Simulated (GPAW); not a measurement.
# Quasiparticle gap of AsP (honeycomb bilayer) in GPAW

How does a plane-wave GW calculation on AsP (honeycomb bilayer) run from the first input to the gap?

Calculated with GPAW 26.7.0; LDA and many-body steps on it, plane waves.

Most raw output is cut from this account.

## Step 1: Starting point

The cell holds 4 atoms: 2 P and 2 As. Its edges and angles: a = 3.440 Å, b = 3.440 Å, c = 16.900 Å, α = 90.0°, β = 90.0°, γ = 120.0°. It derives from AsP. Vacuum lies along c.

Structure file:

```cif
data_structure
_symmetry_space_group_name_H-M 'P 1'
_symmetry_Int_Tables_number 1
_cell_length_a 3.4400
_cell_length_b 3.4400
_cell_length_c 16.9000
_cell_angle_alpha 90.000
_cell_angle_beta 90.000
_cell_angle_gamma 120.000
_cell_volume 173.19
loop_
_atom_site_label
_atom_site_type_symbol
_atom_site_fract_x
_atom_site_fract_y
_atom_site_fract_z
_atom_site_occupancy
P1 P 0.33333 0.66667 0.40237 1
As2 As 0.66667 0.33333 0.32426 1
P3 P 0.33333 0.66667 0.67574 1
As4 As 0.66667 0.33333 0.59763 1
```

The start is a generated structure, not a measured one.

## Step 2: Relaxation

This step: GPAW 26.7.0; DFT, LDA, plane waves, PAW.

Gaps follow bond lengths, so the structure is brought to rest first.

run.py

```python
import json
import numpy as np
from gpaw.mpi import world
from ase import Atoms
from ase.constraints import FixSymmetry
from ase.filters import FrechetCellFilter
from ase.optimize import BFGS
from gpaw import GPAW, PW, FermiDirac

atoms = Atoms(['P', 'As', 'P', 'As'],
    cell=[[3.4400000000, 0.0000000000, 0.0000000000],
      [-1.7200000000, 2.9791273890, 0.0000000000],
      [0.0000000000, 0.0000000000, 16.9000000000]],
    scaled_positions=[[0.3333333333, 0.6666666667, 0.4023668640],
      [0.6666666667, 0.3333333333, 0.3242603551],
      [0.3333333333, 0.6666666667, 0.6757396449],
      [0.6666666667, 0.3333333333, 0.5976331360]],
    pbc=(True, True, False))
atoms.set_constraint(FixSymmetry(atoms))
atoms.calc = GPAW(mode=PW(550),
    xc='LDA',
    kpts={'size': (9, 9, 1), 'gamma': True},
    occupations=FermiDirac(0.02),
    convergence={'density': 1e-5},
    txt='relax.txt')
steps = []
opt = BFGS(FrechetCellFilter(atoms, mask=[1, 1, 0, 0, 0, 1]), logfile='bfgs.log')
opt.attach(lambda: steps.append([atoms.get_potential_energy(), atoms.cell[:], atoms.positions.copy(), atoms.get_forces()]))
converged = opt.run(fmax=0.03, steps=50)
res = {'converged': bool(converged), 'steps': steps, 'cell': atoms.cell[:], 'frac': atoms.get_scaled_positions()}

if world.rank == 0:
    with open('result.json', 'w') as f:
        json.dump(res, f, default=lambda x: x.tolist())
```

Run with:

```console
> mpirun -n 8 gpaw python run.py
```

Wall time 3.2 min (8 MPI ranks of Arm Neoverse V1, shared host); peak memory 1.8 GiB.

Relaxation path:

| step | energy less that of the first step (eV) | largest force (eV/Å) |
| --- | --- | --- |
| 1 | 0.0000 | 0.2384 |
| 2 | -0.0064 | 0.1387 |
| 3 | -0.0181 | 0.2254 |
| 4 | -0.0210 | 0.2264 |
| 5 | -0.0273 | 0.0894 |
| 6 | -0.0276 | 0.0384 |
| 7 | -0.0277 | 0.0391 |
| 8 | -0.0278 | 0.0591 |
| 9 | -0.0283 | 0.0956 |
| 10 | -0.0293 | 0.1416 |
| 11 | -0.0315 | 0.1962 |
| 12 | -0.0341 | 0.1960 |
| 13 | -0.0362 | 0.1137 |
| 14 | -0.0371 | 0.0082 |

The atoms that moved most (Å):

| atom | dx | dy | dz | length |
| --- | --- | --- | --- | --- |
| P3 | 0.000 | 0.000 | -0.149 | 0.149 |
| As2 | 0.000 | 0.000 | 0.148 | 0.148 |
| P1 | 0.000 | 0.000 | 0.147 | 0.147 |
| As4 | 0.000 | 0.000 | -0.146 | 0.146 |

The relaxed structure:

```xyz
4
Lattice="3.3933 0.0000 0.0000 -1.6967 2.9387 0.0000 0.0000 0.0000 16.9000" Properties=species:S:1:pos:R:3
P     0.0000    1.9591    6.9466
As    1.6967    0.9796    5.6282
P     0.0000    1.9591   11.2711
As    1.6967    0.9796    9.9536
```

## Step 3: Ground state

The ground-state density comes first.

run.py

```python
import json
import numpy as np
from gpaw.mpi import world
from ase import Atoms
from gpaw import GPAW, PW, FermiDirac

atoms = Atoms(['P', 'As', 'P', 'As'],
    cell=[[3.3933306315, 0.0000000000, 0.0000000000],
      [-1.6966653157, 2.9387105303, 0.0000000000],
      [0.0000000000, 0.0000000000, 16.9000000000]],
    scaled_positions=[[0.3333333333, 0.6666666667, 0.4110427586],
      [0.6666666667, 0.3333333333, 0.3330287128],
      [0.3333333333, 0.6666666667, 0.6669285866],
      [0.6666666667, 0.3333333333, 0.5889684946]],
    pbc=(True, True, False))
calc = GPAW(mode=PW(450),
    xc='LDA',
    kpts={'size': (12, 12, 1), 'gamma': True},
    occupations=FermiDirac(0.001),
    nbands=-8,
    convergence={'density': 1e-6, 'bands': -3},
    maxiter=100,
    txt='gs.txt')
atoms.calc = calc
res = {'energy': atoms.get_potential_energy(), 'forces': atoms.get_forces(), 'stress': atoms.get_stress()}
kpts = calc.get_ibz_k_points()
res['kpts'] = kpts
res['eigenvalues'] = [calc.get_eigenvalues(kpt=k) for k in range(len(kpts))]
res['n_electrons'] = calc.get_number_of_electrons()
calc.write('gs.gpw')

if world.rank == 0:
    with open('result.json', 'w') as f:
        json.dump(res, f, default=lambda x: x.tolist())
```

Run with:

```console
> mpirun -n 8 gpaw python run.py
```

Elapsed: 28 s, on 8 MPI ranks; peak memory 1.3 GiB; 96 s of CPU time.

This step gave:

| Item | Value |
| --- | --- |
| total energy | -22.18 eV |
| gap | 0.6531 eV |
| k of the valence top | 0.1667, -0.0833, 0 |
| k of the conduction bottom | 0.3333, 0.3333, 0 |
| least direct gap | 1.500 eV |

The gap is indirect, with the least direct gap 0.85 eV higher.

## Step 4: Bands along the symmetry lines

The cheap functional maps the bands first; the places of the edges decide which points the dearer methods must see.

run.py

```python
import json
import numpy as np
from gpaw.mpi import world
from gpaw import GPAW

path = [[0.000000, 0.000000, 0.000000],
    [0.062500, 0.000000, 0.000000],
    [0.125000, 0.000000, 0.000000],
    [0.187500, 0.000000, 0.000000],
    [0.250000, 0.000000, 0.000000],
    [0.312500, 0.000000, 0.000000],
    [0.375000, 0.000000, 0.000000],
    [0.437500, 0.000000, 0.000000],
    [0.500000, 0.000000, 0.000000],
    [0.479167, 0.041667, 0.000000],
    [0.458333, 0.083333, 0.000000],
    [0.437500, 0.125000, 0.000000],
    [0.416667, 0.166667, 0.000000],
    [0.395833, 0.208333, 0.000000],
    [0.375000, 0.250000, 0.000000],
    [0.354167, 0.291667, 0.000000],
    [0.333333, 0.333333, 0.000000],
    [0.291667, 0.291667, 0.000000],
    [0.250000, 0.250000, 0.000000],
    [0.208333, 0.208333, 0.000000],
    [0.166667, 0.166667, 0.000000],
    [0.125000, 0.125000, 0.000000],
    [0.083333, 0.083333, 0.000000],
    [0.041667, 0.041667, 0.000000],
    [0.000000, 0.000000, 0.000000]]
calc = GPAW('gs.gpw').fixed_density(kpts=path,
    symmetry='off',
    nbands=20,
    convergence={'bands': 16},
    txt='bands.txt')
res = {}
kpts = calc.get_ibz_k_points()
res['kpts'] = kpts
res['eigenvalues'] = [calc.get_eigenvalues(kpt=k) for k in range(len(kpts))]
res['n_electrons'] = calc.get_number_of_electrons()

if world.rank == 0:
    with open('result.json', 'w') as f:
        json.dump(res, f, default=lambda x: x.tolist())
```

Run with:

```console
> mpirun -n 8 gpaw python run.py
```

Wall time 9.9 s (8 MPI ranks); peak memory 1.3 GiB.

This step gave:

| Property | Result |
| --- | --- |
| gap | 0.6531 eV |
| k of the valence top | 0.0833, 0.0833, 0 |
| k of the conduction bottom | 0.3333, 0.3333, 0 |
| least direct gap | 1.500 eV |

The gap is 0.653 eV, as in the run before at this level.

Electronic bands along the path, in eV, zero at the top of the highest filled band:

| point | band 7 | band 8 | band 9 | band 10 | band 11 | band 12 | band 13 | band 14 |
| --- | --- | --- | --- | --- | --- | --- | --- | --- |
| Γ | -0.77 | -0.47 | -0.47 | -0.12 | 2.13 | 2.66 | 3.02 | 3.02 |
| halfway | -2.08 | -1.78 | -1.44 | -0.40 | 1.10 | 1.73 | 3.81 | 4.02 |
| M | -2.88 | -2.70 | -2.58 | -1.87 | 1.06 | 1.33 | 2.26 | 3.43 |
| halfway | -3.70 | -2.89 | -2.64 | -1.82 | 1.68 | 2.15 | 3.00 | 3.53 |
| K | -3.13 | -3.09 | -2.24 | -2.15 | 0.65 | 1.81 | 3.61 | 3.73 |
| halfway | -3.35 | -3.04 | -1.31 | -0.48 | 2.31 | 2.75 | 3.01 | 3.57 |
| Γ | -0.77 | -0.47 | -0.47 | -0.12 | 2.13 | 2.66 | 3.02 | 3.02 |

## Step 5: Empty states on the mesh, 12×12×1 mesh, 283 bands

The sums over transitions need many empty states on a uniform mesh; this step solves for them.

run.py

```python
import json
import numpy as np
from gpaw.mpi import world
from gpaw import GPAW

calc = GPAW('gs.gpw').fixed_density(kpts={'size': (12, 12, 1), 'gamma': True},
    parallel={'domain': 1, 'band': 1},
    txt='nscf.txt')
calc.diagonalize_full_hamiltonian(nbands=283)
calc.write('full.gpw', mode='all')
res = {}
kpts = calc.get_ibz_k_points()
res['kpts'] = kpts
res['eigenvalues'] = [calc.get_eigenvalues(kpt=k) for k in range(len(kpts))]
res['n_electrons'] = calc.get_number_of_electrons()

if world.rank == 0:
    with open('result.json', 'w') as f:
        json.dump(res, f, default=lambda x: x.tolist())
```

Run with:

```console
> mpirun -n 8 gpaw python run.py
```

Elapsed: 3.9 min, on 8 MPI ranks; peak memory 9.8 GiB; 28 min of CPU time.

Numbers from this step:

- gap: 0.6531 eV
- k of the valence top: 0.1667, -0.0833, 0
- k of the conduction bottom: 0.3333, 0.3333, 0
- least direct gap: 1.500 eV
- k points computed: 19
- lowest point of the top converged band, above the valence top: 74.9880 eV

On this mesh the gap is 0.653 eV.

## Step 6: Screening and self-energy, 12×12×1 mesh, 127 bands, screening to 48 eV

G0W0 replaces the xc potential by the self-energy, built once from these orbitals. Only a window of levels is corrected, while the sums run over the empty bands that the input names.

This step: G0W0 on LDA, plane waves, PAW.

run.py

```python
import json
import numpy as np
from gpaw.mpi import world
from gpaw.response.g0w0 import G0W0

gw = G0W0('full.gpw',
    filename='gw',
    kpts=[0, 2, 5, 9],
    bands=(8, 12),
    ecut=48,
    nbands=127,
    truncation='2D',
    integrate_gamma='sphere',
    q0_correction=True,
    frequencies={'type': 'nonlinear', 'domega0': 0.15, 'omega2': 15.0},
    eta=0.1,
    nblocksmax=True)
gw.calculate()
res = {mode: {k: v for k, v in r.items() if k != 'sigma_eskwn'}
       for mode, r in gw.all_results.items()}

if world.rank == 0:
    with open('result.json', 'w') as f:
        json.dump(res, f, default=lambda x: x.tolist())
```

Run with:

```console
> mpirun -n 8 gpaw python run.py
```

Run time: 8 min. Hardware: 8 MPI ranks; peak memory 3.5 GiB.

Numbers from this step:

| Quantity | Value |
| --- | --- |
| G0W0 gap on the mesh | 1.495 eV |
| least direct G0W0 gap on the computed points | 2.480 eV |
| Z at the valence top | 0.7455 |
| Z at the conduction bottom | 0.7597 |
| starting gap on the mesh | 0.6531 eV |
| k of the valence top | 0.1667, -0.0833, 0 |
| k of the conduction bottom | 0.3333, 0.3333, 0 |

The gap on the mesh goes from 0.65 eV to 1.50 eV, a correction of +0.84 eV.

Limits: finite bands, cutoff and mesh; no spin-orbit coupling. v1 is the top filled band, c1 the lowest empty one. Levels before and after the correction, in eV, zero at the valence-band top of each column:

|  | conduction bottom | valence top |
| --- | --- | --- |
| Kohn-Sham | 0.65 | 0.00 |
| G0W0 | 1.50 | 0.00 |

|  | level | energy (eV) |
| --- | --- | --- |
| Kohn-Sham | (0.167 -0.083 0) v2 | -1.246 |
| Kohn-Sham | (0.167 -0.083 0) v1 | 0.000 |
| Kohn-Sham | (0.167 -0.083 0) c1 | 2.527 |
| Kohn-Sham | (0.167 -0.083 0) c2 | 2.840 |
| Kohn-Sham | (0.333 0.333 0) v2 | -2.237 |
| Kohn-Sham | (0.333 0.333 0) v1 | -2.147 |
| Kohn-Sham | (0.333 0.333 0) c1 | 0.653 |
| Kohn-Sham | (0.333 0.333 0) c2 | 1.808 |
| G0W0 | (0.167 -0.083 0) v2 | -1.065 |
| G0W0 | (0.167 -0.083 0) v1 | 0.000 |
| G0W0 | (0.167 -0.083 0) c1 | 3.652 |
| G0W0 | (0.167 -0.083 0) c2 | 3.991 |
| G0W0 | (0.333 0.333 0) v2 | -2.201 |
| G0W0 | (0.333 0.333 0) v1 | -2.190 |
| G0W0 | (0.333 0.333 0) c1 | 1.495 |
| G0W0 | (0.333 0.333 0) c2 | 2.748 |

## Step 7: Where the time went

Times are wall times on 8 MPI ranks of Arm Neoverse V1, shared host, good to a factor of about two.

| step | time | share | memory (GiB) |
| --- | --- | --- | --- |
| relaxation | 3.2 min | 20 % | 1.8 |
| ground state | 28 s | 3 % | 1.3 |
| bands along the symmetry lines | 9.9 s | 1 % | 1.3 |
| empty states on the mesh | 3.9 min | 25 % | 9.8 |
| screening and self-energy | 8 min | 51 % | 3.5 |

## Step 8: Outcome

```
LDA gap              : 0.65 eV, indirect
G0W0 gap on the mesh : 1.50 eV
GW settings          : 12×12×1 mesh, 127 bands, screening to 48 eV, full frequency, Hilbert transform
known limits         : not at the basis limit; no spin-orbit coupling
```

What this shows: G0W0 moves the gap on the mesh from 0.65 eV to 1.50 eV (+0.84 eV), with Z of 0.75 and 0.76 at the edges. The dearest step here is «screening and self-energy». Bands and cutoff are finite, so the gap is not at the basis limit. The miss can reach some tenths of an eV and take either sign; the mesh is an error of its own. These stock PAW sets were not made for GW; the filled d or f shell of As lies in the frozen core, which bears on start and correction. The many-body steps are scalar-relativistic: spin-orbit coupling is not in them.

[Paths, hosts, dates, memory and timing lines, banners, echoed tables and standing remarks are left out of the program output.]

[Logs are printed without paths, hosts, clocks, repeated set-up lines and the standing remarks that a program may print on its own settings, such as how far it seeks lower states.]

[Runs of the session that timed out or met a known fault of the program may be left out.]

[Hosts, paths, dates, database ids (printed as entryN), source tags and the programs' standing remarks are cut or masked in the printed files.]
